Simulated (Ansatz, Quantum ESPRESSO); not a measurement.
# Ba2C (Fm-3m): zone-centre phonons, part 2 of 3

Wanted: the vibrations of Ba2C (Fm-3m) at Γ, by two programs.

Quantum ESPRESSO 7.5; DFT LDA, scalar-relativistic, plane waves, PseudoDojo norm-conserving pseudopotentials.

So far. Step 2 (A first look): No gap opens on this mesh, so smearing is kept; the start stands at 18 GPa. Step 4 (Ground state): The cell stands at -0.005 GPa, close enough for phonons. The relaxed cell has a = 6.845 Å (conventional setting).

The structure was built from a prototype and need not be the compound's stable phase.

### 5. Linear response at Γ

At q = 0 one unit cell holds all displacements; symmetry groups them into irreducible representations that are solved one by one. With smeared occupations no response to a homogeneous field can be asked.

ph.in

```
phonons
 &inputph
    prefix='x',
    outdir='./tmp',
    fildyn='g.dyn',
    tr2_ph=1.0d-18,
    alpha_mix(1)=0.4,
    nmix_ph=8,
 /
0.000000000000 0.000000000000 0.000000000000
```

The run is started by

```console
> OMP_NUM_THREADS=1 mpirun -n 4 ph.x -nk 4 -in ph.in > ph.out
```

Output:

```text
[banners, grids, parts of the stress and lines that vanish by symmetry left out]
[banner, memory and clock lines left out]
Program PHONON v.7.5

     ./tmp/x.save/

     IMPORTANT: XC functional enforced from input :
     Exchange-correlation= PW
                           (   1   4   0   0   0   0   0)
     Any further DFT definition will be discarded
     Please, verify this is what you really want

     G-vector sticks info

     Reading collected, re-writing distributed wavefunctions in ./tmp/

     Number and degeneracy of irreps per q-point
       N         xq(1)         xq(2)         xq(3)   N irreps
       1   0.000000000   0.000000000   0.000000000       3
        3   3   3

     Calculation of q =    0.0000000   0.0000000   0.0000000

     phonons

     bravais-lattice index     =            2
     lattice parameter (alat)  =      12.9353  a.u.
     unit-cell volume          =     541.0926 (a.u.)^3
     number of atoms/cell      =            3
     number of atomic types    =            2
     kinetic-energy cut-off    =      82.0000  Ry
     charge density cut-off    =     328.0000  Ry
     convergence threshold     =      1.0E-18
     beta                      =       0.4000
     number of iterations used =            8
     Exchange-correlation= PW
                           (   1   4   0   0   0   0   0)

     celldm(1)=   12.93532  celldm(2)=    0.00000  celldm(3)=    0.00000
     celldm(4)=    0.00000  celldm(5)=    0.00000  celldm(6)=    0.00000

     crystal axes: (cart. coord. in units of alat)
               a(1) = ( -0.5000  0.0000  0.5000 )
               a(2) = (  0.0000  0.5000  0.5000 )
               a(3) = ( -0.5000  0.5000  0.0000 )

     reciprocal axes: (cart. coord. in units 2 pi/alat)
               b(1) = ( -1.0000 -1.0000  1.0000 )
               b(2) = (  1.0000  1.0000  1.0000 )
               b(3) = ( -1.0000  1.0000 -1.0000 )

     Atoms inside the unit cell:

     Cartesian axes

     site n.  atom      mass           positions (alat units)
        1  C      12.0110   tau(    1) = (    0.00000    0.00000    0.00000  )
        2  Ba    137.3270   tau(    2) = (   -0.75000    0.75000    0.75000  )
        3  Ba    137.3270   tau(    3) = (   -0.25000    0.25000    0.25000  )

     Computing dynamical matrix for
                    q = (   0.0000000   0.0000000   0.0000000 )

     49 Sym.Ops. (with q -> -q+G )

     G cutoff = 1390.1718  (  54313 G-vectors)     FFT grid: ( 54, 54, 54)

     number of k points=    29  Marzari-Vanderbilt smearing, width (Ry)=  0.0200
                       cart. coord. in units 2pi/alat
        k(    1) = (   0.0000000   0.0000000   0.0000000), wk =   0.0039062
        k(    2) = (  -0.1250000   0.1250000  -0.1250000), wk =   0.0312500
        k(    3) = (  -0.2500000   0.2500000  -0.2500000), wk =   0.0312500
        [... further k-points left out ...]

     PseudoPot. # 1 for C  read from file:
     ./pseudo/C.upf
     Pseudo is Norm-conserving + core correction, Zval =  4.0
     Using radial grid of 1234 points,  4 beta functions with:
                l(1) =   0
                l(2) =   0
                l(3) =   1
                l(4) =   1

     PseudoPot. # 2 for Ba read from file:
     ./pseudo/Ba.upf
     Pseudo is Norm-conserving + core correction, Zval = 10.0
     Using radial grid of 1912 points,  6 beta functions with:
                l(1) =   0
                l(2) =   0
                l(3) =   1
                l(4) =   1
                l(5) =   2
                l(6) =   2

     Mode symmetry, O_h (m-3m)  point group:

     Atomic displacements:
     There are    3 irreducible representations

     Representation     1      3 modes -  To be done

     Representation     2      3 modes -  To be done

     Representation     3      3 modes -  To be done

     Alpha used in Ewald sum =   2.8000

     Representation #   1 modes #   1   2   3

     Self-consistent Calculation
      iter #   1   av.it.:   6.1
      thresh= 1.000E-02 alpha_mix =  0.400 |ddv_scf|^2 =  2.315E-07
      iter #   2   av.it.:  11.5
      thresh= 4.812E-05 alpha_mix =  0.400 |ddv_scf|^2 =  4.752E-09
      iter #   3   av.it.:  11.7
      thresh= 6.894E-06 alpha_mix =  0.400 |ddv_scf|^2 =  2.708E-10
      iter #   4   av.it.:  12.4
      thresh= 1.646E-06 alpha_mix =  0.400 |ddv_scf|^2 =  1.444E-12
      iter #   5   av.it.:  12.6
      thresh= 1.202E-07 alpha_mix =  0.400 |ddv_scf|^2 =  7.927E-14
      iter #   6   av.it.:  12.6
      thresh= 2.816E-08 alpha_mix =  0.400 |ddv_scf|^2 =  3.896E-15
      iter #   7   av.it.:  12.7
      thresh= 6.242E-09 alpha_mix =  0.400 |ddv_scf|^2 =  2.423E-17
      iter #   8   av.it.:  12.7
      thresh= 4.923E-10 alpha_mix =  0.400 |ddv_scf|^2 =  1.551E-18
      iter #   9   av.it.:  12.6
      thresh= 1.245E-10 alpha_mix =  0.400 |ddv_scf|^2 =  7.041E-20

     End of self-consistent calculation

     Convergence has been achieved

     Representation #   2 modes #   4   5   6

     Self-consistent Calculation
      iter #   1   av.it.:   5.8
      thresh= 1.000E-02 alpha_mix =  0.400 |ddv_scf|^2 =  5.986E-08
      iter #   2   av.it.:  11.8
      thresh= 2.447E-05 alpha_mix =  0.400 |ddv_scf|^2 =  4.382E-09
      iter #   3   av.it.:  12.0
      thresh= 6.619E-06 alpha_mix =  0.400 |ddv_scf|^2 =  1.953E-10
      iter #   4   av.it.:  12.3
      thresh= 1.398E-06 alpha_mix =  0.400 |ddv_scf|^2 =  1.108E-11
      iter #   5   av.it.:  12.5
      thresh= 3.329E-07 alpha_mix =  0.400 |ddv_scf|^2 =  1.181E-13
[...]
End of self-consistent calculation

     Convergence has been achieved

     Representation #   3 modes #   7   8   9

     Self-consistent Calculation
[...]
iter #   3   av.it.:  11.6
      thresh= 4.357E-06 alpha_mix =  0.400 |ddv_scf|^2 =  6.460E-11
      iter #   4   av.it.:  12.4
      thresh= 8.037E-07 alpha_mix =  0.400 |ddv_scf|^2 =  1.474E-12
      iter #   5   av.it.:  12.3
      thresh= 1.214E-07 alpha_mix =  0.400 |ddv_scf|^2 =  7.803E-14
      iter #   6   av.it.:  12.2
      thresh= 2.793E-08 alpha_mix =  0.400 |ddv_scf|^2 =  4.971E-15
      iter #   7   av.it.:  12.2
      thresh= 7.051E-09 alpha_mix =  0.400 |ddv_scf|^2 =  3.031E-16
      iter #   8   av.it.:  13.0
      thresh= 1.741E-09 alpha_mix =  0.400 |ddv_scf|^2 =  2.467E-18
      iter #   9   av.it.:  12.7
      thresh= 1.571E-10 alpha_mix =  0.400 |ddv_scf|^2 =  7.774E-20

     End of self-consistent calculation

     Convergence has been achieved

     Number of q in the star =    1
     List of q in the star:
          1   0.000000000   0.000000000   0.000000000

     Diagonalizing the dynamical matrix

     q = (    0.000000000   0.000000000   0.000000000 )

 **************************************************************************
     freq (    1) =       0.025030 [THz] =       0.834919 [cm-1]
     freq (    2) =       0.025030 [THz] =       0.834919 [cm-1]
     freq (    3) =       0.025030 [THz] =       0.834919 [cm-1]
     freq (    4) =       2.121571 [THz] =      70.767998 [cm-1]
     freq (    5) =       2.121571 [THz] =      70.767998 [cm-1]
     freq (    6) =       2.121571 [THz] =      70.767998 [cm-1]
     freq (    7) =       7.223288 [THz] =     240.942946 [cm-1]
     freq (    8) =       7.223288 [THz] =     240.942946 [cm-1]
     freq (    9) =       7.223288 [THz] =     240.942946 [cm-1]
 **************************************************************************

     Mode symmetry, O_h (m-3m)  point group:

     freq (   1-   3) =          0.8  [cm-1]   --> T_1u G_15  G_4- I
     freq (   4-   6) =         70.8  [cm-1]   --> T_2g G_25' G_5+ R
     freq (   7-   9) =        240.9  [cm-1]   --> T_1u G_15  G_4- I
```

Run time: 8.7 min. Hardware: 4 MPI ranks of Arm Neoverse V1, shared host; 35 min of CPU time.

This step gave:

```yaml
largest_acoustic_frequency_at_the_zone_centre_before_the_sum_rule: 0.83 cm⁻¹
highest_optical_zone_centre_mode_no_lo_to_term: 240.9 cm⁻¹
lowest_optical_zone_centre_mode: 70.77 cm⁻¹
```

The acoustic modes at Γ come out as far as 0.8 cm⁻¹ from zero, where they should vanish, a small numerical error.

### 6. Zone-centre analysis

A rigid shift of the crystal must cost nothing, but grids and finite bases break this; the acoustic sum rule is imposed before the matrix is diagonalised again.

dynmat.in

```
 &input
    fildyn='g.dyn',
    asr='simple',
    fileig='dynmat.eig',
 /
```

The run is started by

```console
> dynmat.x -in dynmat.in > dynmat.out
```

Output:

```text
[banner, memory and clock lines left out]
Program DYNMAT v.7.5

     Reading Dynamical Matrix from file g.dyn
     ...Force constants read
     ...epsilon and Z* not read (not found on file)
     A direction for q was not specified:TO-LO splitting will be absent

     Polarizability (A^3 units)
     multiply by 1.000000 for Clausius-Mossotti correction
         0.000000    0.000000    0.000000
         0.000000    0.000000    0.000000
         0.000000    0.000000    0.000000

     IR activities are in (D/A)^2/amu units

# mode   [cm-1]    [THz]      IR
    1     -0.00   -0.0000    0.0000
    2      0.00    0.0000    0.0000
    3      0.00    0.0000    0.0000
    4     70.76    2.1215    0.0000
    5     70.76    2.1215    0.0000
    6     70.76    2.1215    0.0000
    7    240.93    7.2230    0.0000
    8    240.93    7.2230    0.0000
    9    240.93    7.2230    0.0000

[cm-1]
[end of the log left out, with the tail of the file of modes that dynmat.x writes under the same name]
```

Wall time 0.46 s (1 thread).

Numbers from this step:

```yaml
lowest_optical_zone_centre_mode: 70.76 cm⁻¹
```

Unit eigenvectors of the mass-weighted matrix after the sum rule; no LO-TO term. Modes at Γ, with each element's share of the kinetic energy:

```csv
mode,frequency (cm⁻¹),symmetry,C %,Ba %
1,0.0,acoustic,4,96
2,0.0,acoustic,4,96
3,0.0,acoustic,4,96
4,70.8,T2g,0,100
5,70.8,T2g,0,100
6,70.8,T2g,0,100
7,240.9,T1u,96,4
8,240.9,T1u,96,4
9,240.9,T1u,96,4
```

Displacements in mode 5 (70.8 cm⁻¹), the largest set to 1:
```
C1   0.00  0.00  0.00
Ba2  0.01 -0.01  1.00
Ba3 -0.01  0.01 -1.00
```

Displacements in mode 9 (240.9 cm⁻¹), the largest set to 1:
```
C1   0.00  0.00  1.00
Ba2  0.00  0.00 -0.04
Ba3  0.00  0.00 -0.04
```

The rule moves no optical mode by more than 0.1 cm⁻¹.

### 7. Sum rules set otherwise (asr crystal)

The rule can be imposed in more than one way; the choices should agree where the raw error is small.

dynmat.in

```
 &input
    fildyn='g.dyn',
    asr='crystal',
    fileig='dynmat.eig',
 /
```

The run is started by

```console
> dynmat.x -in dynmat.in > dynmat.out
```

Output:

```text
[banner, memory and clock lines left out]
Program DYNMAT v.7.5

     Reading Dynamical Matrix from file g.dyn
     ...Force constants read
     ...epsilon and Z* not read (not found on file)
     Acoustic Sum Rule: || Z*(ASR) - Z*(orig)|| =    0.000000E+00
     Acoustic Sum Rule: ||dyn(ASR) - dyn(orig)||=    8.899708E-06
     A direction for q was not specified:TO-LO splitting will be absent

     Polarizability (A^3 units)
     multiply by 1.000000 for Clausius-Mossotti correction
         0.000000    0.000000    0.000000
         0.000000    0.000000    0.000000
         0.000000    0.000000    0.000000

     IR activities are in (D/A)^2/amu units

# mode   [cm-1]    [THz]      IR
    1     -0.00   -0.0000    0.0000
    2      0.00    0.0000    0.0000
    3      0.00    0.0000    0.0000
    4     70.77    2.1216    0.0000
    5     70.77    2.1216    0.0000
    6     70.77    2.1216    0.0000
    7    240.94    7.2232    0.0000
    8    240.94    7.2232    0.0000
    9    240.94    7.2232    0.0000

[end of the log left out, with the tail of the file of modes that dynmat.x writes under the same name]
```

Wall time 0.46 s (1 thread).

Read from the output:

```
lowest optical zone-centre mode : 70.77 cm⁻¹
```

Zone-centre frequencies as printed; negative means imaginary. Modes:

```csv
mode,frequency (cm⁻¹)
1,0
2,0
3,0
4,70.77
5,70.77
6,70.77
7,240.9
8,240.9
9,240.9
```

Against the first rule no mode moves by more than 0.1 cm⁻¹.

### 8. Sum rules set otherwise (asr no)

Without the rule the raw error of the acoustic modes shows.

dynmat.in

```
 &input
    fildyn='g.dyn',
    asr='no',
    fileig='dynmat.eig',
 /
```

The run is started by

```console
> dynmat.x -in dynmat.in > dynmat.out
```

Output:

```text
[banner, memory and clock lines left out]
Program DYNMAT v.7.5

     Reading Dynamical Matrix from file g.dyn
     ...Force constants read
     ...epsilon and Z* not read (not found on file)
     A direction for q was not specified:TO-LO splitting will be absent

     Polarizability (A^3 units)
     multiply by 1.000000 for Clausius-Mossotti correction
         0.000000    0.000000    0.000000
         0.000000    0.000000    0.000000
         0.000000    0.000000    0.000000

     IR activities are in (D/A)^2/amu units

# mode   [cm-1]    [THz]      IR
    1      0.83    0.0250    0.0000
    2      0.83    0.0250    0.0000
    3      0.83    0.0250    0.0000
    4     70.77    2.1216    0.0000
    5     70.77    2.1216    0.0000
    6     70.77    2.1216    0.0000
    7    240.94    7.2233    0.0000
    8    240.94    7.2233    0.0000
    9    240.94    7.2233    0.0000

[cm-1]
[end of the log left out, with the tail of the file of modes that dynmat.x writes under the same name]
```

The job ended after 0.45 s (1 thread).

Zone-centre frequencies as printed; negative means imaginary. Modes:

```csv
mode,frequency (cm⁻¹)
1,0.83
2,0.83
3,0.83
4,70.77
5,70.77
6,70.77
7,240.9
8,240.9
9,240.9
```

Against the first rule no mode moves by more than 0.9 cm⁻¹.

(Continued in part 3 of 3.)

[Host names and launcher messages were left out of these logs when they were recorded.]

[Logs are printed without paths, hosts, clocks, repeated set-up lines and the standing remarks that a program may print on its own settings, such as how far it seeks lower states.]

[Hosts, paths, dates, database ids (printed as entryN), source tags and the programs' standing remarks are cut or masked in the printed files.]
